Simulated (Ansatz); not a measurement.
# Zigzag Pt chain, bond 2.672 Å: which texture of moments is lowest

Aim: rank collinear and non-collinear patterns of moments in one cell of a zigzag Pt chain, bond 2.672 Å.

Program: Ansatz 0.2.0. Level of theory: PBE, PAW (harder files). Results are calculated unless marked as measured.

This is a report of a sequence of runs, with most program output left out.

### Step 1. Set-up

The cell holds 4 atoms: 4 Pt. Cell: a = 12.000 Å, b = 12.000 Å, c = 6.413 Å, α = 90.0°, β = 90.0°, γ = 90.0°. It derives from Pt. An idealised lattice of chosen spacing, in vacuum. Vacuum lies along a and b. The structure's axis is c.

### Step 2. Starting state

A collinear run comes first: it shows whether moments survive, and how large they are.

Input file input.yaml:

```yaml
crystal:
  lattice:
    - [12.0, 0.0, 0.0]
    - [0.0, 12.0, 0.0]
    - [0.0, 0.0, 6.4128]
  atoms:
    - { symbol: Pt, position: [0.4109333333, 0.5, 0.0], spin: 0.6 }
    - { symbol: Pt, position: [0.4109333333, 0.5, 0.5], spin: 0.6 }
    - { symbol: Pt, position: [0.5890666667, 0.5, 0.25], spin: 0.6 }
    - { symbol: Pt, position: [0.5890666667, 0.5, 0.75], spin: 0.6 }
magnetization:
  spin_polarized: true
kpoints:
  mp_grid: { grid: [1, 1, 6] }
hamiltonian:
  xc: pbe
  pseudopotentials: { kind: paw, source: ansatz }
scf:
  occupations: { method: fermi_dirac, width: 0.05 }
  max_iter: 120
  convergence: { dr2_threshold: 1.0e-08 }
```

The run is started by

```bash
ansatz run input.yaml --threads 4 --pin off --max-ram 8192MiB --backend cpu --events-out ev --progress --plain --runs-dir out
```

Run time: 12 s. Hardware: 4 threads of Arm Neoverse V2, shared host; peak memory 1.8 GiB.

Spin moment in the atom's sphere by atom:

```tsv
atom	spin moment in the atom's sphere (μB)
Pt1	0.466
Pt2	0.466
Pt3	0.466
Pt4	0.466
```

Tables count atoms from 1; parts of the log count from 0.

The run ends ferromagnetic, with a net moment of 2.04 μB a cell. Only this order was typed.

### Step 3. Mesh refined

Levels at the Fermi energy are partly filled, so moments and energy differences can hang on the k-mesh, and the state is solved again on a denser one.

input.yaml, the sections that differ from step 2:

```yaml
crystal:
  lattice:
    - [12.0, 0.0, 0.0]
    - [0.0, 12.0, 0.0]
    - [0.0, 0.0, 6.4128]
  atoms:
    - { symbol: Pt, position: [0.4109333333, 0.5, 0.0], spin: 0.47 }
    - { symbol: Pt, position: [0.4109333333, 0.5, 0.5], spin: 0.47 }
    - { symbol: Pt, position: [0.5890666667, 0.5, 0.25], spin: 0.47 }
    - { symbol: Pt, position: [0.5890666667, 0.5, 0.75], spin: 0.47 }
kpoints:
  mp_grid: { grid: [1, 1, 17] }
basis:
  ecutwfc: 570.0
checkpoint:
  read: start
  write: ck
  compress: false
  write_wavefunctions: false
  write_every: 100000
# magnetization, hamiltonian, scf: as in step 2
```

The job ended after 13 s (4 threads; peak memory 2.3 GiB; 50 s of CPU time).

Spin moment in the atom's sphere by atom:

```tsv
atom	spin moment in the atom's sphere (μB)
Pt1	0.462
Pt2	0.462
Pt3	0.462
Pt4	0.462
```

The run ends ferromagnetic, with a net moment of 2.03 μB a cell, against 2.04 μB on the first mesh.

Signs and angles in the names of the patterns follow the order of the magnetic atoms in the input, which need not be their order in space.

In the spinor runs that follow the search for lower states is off.

### Step 4. Start: ferro

The parallel pattern comes first.

Input file input.yaml:

```yaml
crystal:
  lattice:
    - [12.0, 0.0, 0.0]
    - [0.0, 12.0, 0.0]
    - [0.0, 0.0, 6.4128]
  atoms:
    - { symbol: Pt, position: [0.4109333333, 0.5, 0.0], spin: 0.46, spin_axis: [0.0, 0.0, 1.0] }
    - { symbol: Pt, position: [0.4109333333, 0.5, 0.5], spin: 0.46, spin_axis: [0.0, 0.0, 1.0] }
    - { symbol: Pt, position: [0.5890666667, 0.5, 0.25], spin: 0.46, spin_axis: [0.0, 0.0, 1.0] }
    - { symbol: Pt, position: [0.5890666667, 0.5, 0.75], spin: 0.46, spin_axis: [0.0, 0.0, 1.0] }
kpoints:
  mp_grid: { grid: [1, 1, 17] }
hamiltonian:
  xc: pbe
  pseudopotentials: { kind: paw_fr, source: ansatz }
scf:
  occupations: { method: fermi_dirac, width: 0.05 }
  max_iter: 120
  convergence: { dr2_threshold: 1.0e-08 }
  lower_state_search: "off"
basis:
  ecutwfc: 570.0
magnetization:
  noncollinear: true
  spin_orbit: true
output:
  hubbard: { sites: [{ species: Pt, l: d }] }
```

The run is started by

```bash
ansatz run input.yaml --threads 2 --pin off --max-ram 4096MiB --backend cpu --events-out ev --progress --plain --runs-dir out
```

It took 12 min on 2 threads; peak memory 3.9 GiB; 24 min of CPU time.

It ends ferromagnetic; the largest site carries 0.183 μB.

Spin moment in the atom's sphere by atom:

```tsv
atom	x (μB)	y (μB)	z (μB)	size
Pt1	0.000	0.000	0.183	0.183
Pt2	0.000	0.000	0.183	0.183
Pt3	0.000	0.000	0.183	0.183
Pt4	0.000	0.000	0.183	0.183
```

### Step 5. Start: tetrahedral

A symmetric pattern; a run keeps it where it is stationary.

input.yaml, the sections that differ from step 4:

```yaml
crystal:
  lattice:
    - [12.0, 0.0, 0.0]
    - [0.0, 12.0, 0.0]
    - [0.0, 0.0, 6.4128]
  atoms:
    - { symbol: Pt, position: [0.4109333333, 0.5, 0.0], spin: 0.46, spin_axis: [0.57735, 0.57735, 0.57735] }
    - { symbol: Pt, position: [0.4109333333, 0.5, 0.5], spin: 0.46, spin_axis: [0.57735, -0.57735, -0.57735] }
    - { symbol: Pt, position: [0.5890666667, 0.5, 0.25], spin: 0.46, spin_axis: [-0.57735, 0.57735, -0.57735] }
    - { symbol: Pt, position: [0.5890666667, 0.5, 0.75], spin: 0.46, spin_axis: [-0.57735, -0.57735, 0.57735] }
output:
  hubbard: { sites: [{ species: Pt, l: d }] }
  write_density: true
  write_potential: true
  elf: true
  volumetric_format: npy
# kpoints, hamiltonian, scf, basis, magnetization: as in step 4
```

Wall time 20 min (2 threads); peak memory 3.3 GiB.

The run was cut off at the time left to it in the session, and no result is taken from it.

### Step 6. Start: collinear +-+-

input.yaml, the sections that differ from step 5:

```yaml
crystal:
  lattice:
    - [12.0, 0.0, 0.0]
    - [0.0, 12.0, 0.0]
    - [0.0, 0.0, 6.4128]
  atoms:
    - { symbol: Pt, position: [0.4109333333, 0.5, 0.0], spin: 0.46, spin_axis: [0.0, 0.0, 1.0] }
    - { symbol: Pt, position: [0.4109333333, 0.5, 0.5], spin: 0.46, spin_axis: [0.0, 0.0, -1.0] }
    - { symbol: Pt, position: [0.5890666667, 0.5, 0.25], spin: 0.46, spin_axis: [0.0, 0.0, 1.0] }
    - { symbol: Pt, position: [0.5890666667, 0.5, 0.75], spin: 0.46, spin_axis: [0.0, 0.0, -1.0] }
output:
  hubbard: { sites: [{ species: Pt, l: d }] }
# kpoints, hamiltonian, scf, basis, magnetization: as in step 5
```

Run time: 15 min. Hardware: 2 threads; peak memory 3.9 GiB.

It ends weakly magnetic, compensated; the largest site carries 0.133 μB.

Spin moment in the atom's sphere by atom:

```tsv
atom	x (μB)	y (μB)	z (μB)	size
Pt1	-0.060	0.000	0.119	0.133
Pt2	0.060	0.000	-0.119	0.133
Pt3	-0.060	0.000	0.119	0.133
Pt4	0.060	0.000	-0.119	0.133
```

### Step 7. Start: random 1

Random directions favour no pattern, so the moments can find one that was not thought of.

input.yaml, the sections that differ from step 6:

```yaml
crystal:
  lattice:
    - [12.0, 0.0, 0.0]
    - [0.0, 12.0, 0.0]
    - [0.0, 0.0, 6.4128]
  atoms:
    - { symbol: Pt, position: [0.4109333333, 0.5, 0.0], spin: 0.46, spin_axis: [-0.109032, -0.595615, -0.795836] }
    - { symbol: Pt, position: [0.4109333333, 0.5, 0.5], spin: 0.46, spin_axis: [-0.840218, 0.033189, 0.541232] }
    - { symbol: Pt, position: [0.5890666667, 0.5, 0.25], spin: 0.46, spin_axis: [0.951621, 0.302607, -0.053345] }
    - { symbol: Pt, position: [0.5890666667, 0.5, 0.75], spin: 0.46, spin_axis: [-0.656613, 0.74657, 0.107202] }
# kpoints, hamiltonian, scf, basis, magnetization, output: as in step 6
```

Run time: 20 min. Hardware: 2 threads; peak memory 3.7 GiB.

The run was cut off at the time left to it in the session, and no result is taken from it.

### Step 8. Start: 90 degrees in a plane

input.yaml, the sections that differ from step 7:

```yaml
crystal:
  lattice:
    - [12.0, 0.0, 0.0]
    - [0.0, 12.0, 0.0]
    - [0.0, 0.0, 6.4128]
  atoms:
    - { symbol: Pt, position: [0.4109333333, 0.5, 0.0], spin: 0.46, spin_axis: [1.0, 0.0, 0.0] }
    - { symbol: Pt, position: [0.4109333333, 0.5, 0.5], spin: 0.46, spin_axis: [0.0, 1.0, 0.0] }
    - { symbol: Pt, position: [0.5890666667, 0.5, 0.25], spin: 0.46, spin_axis: [-1.0, 0.0, 0.0] }
    - { symbol: Pt, position: [0.5890666667, 0.5, 0.75], spin: 0.46, spin_axis: [0.0, -1.0, 0.0] }
# kpoints, hamiltonian, scf, basis, magnetization, output: as in step 7
```

It took 20 min on 2 threads; peak memory 3.7 GiB.

The run was cut off at the time left to it in the session, and no result is taken from it.

[Logs and program files are shortened in this print: banners, set-up blocks, solver, clock and traceback lines can be left out without a mark of their own.]

[Logs are printed without paths, hosts, clocks, repeated set-up lines and the standing remarks that a program may print on its own settings, such as how far it seeks lower states.]

[Hosts, paths, dates, database ids (printed as entryN), source tags and the programs' standing remarks are cut or masked in the printed files.]
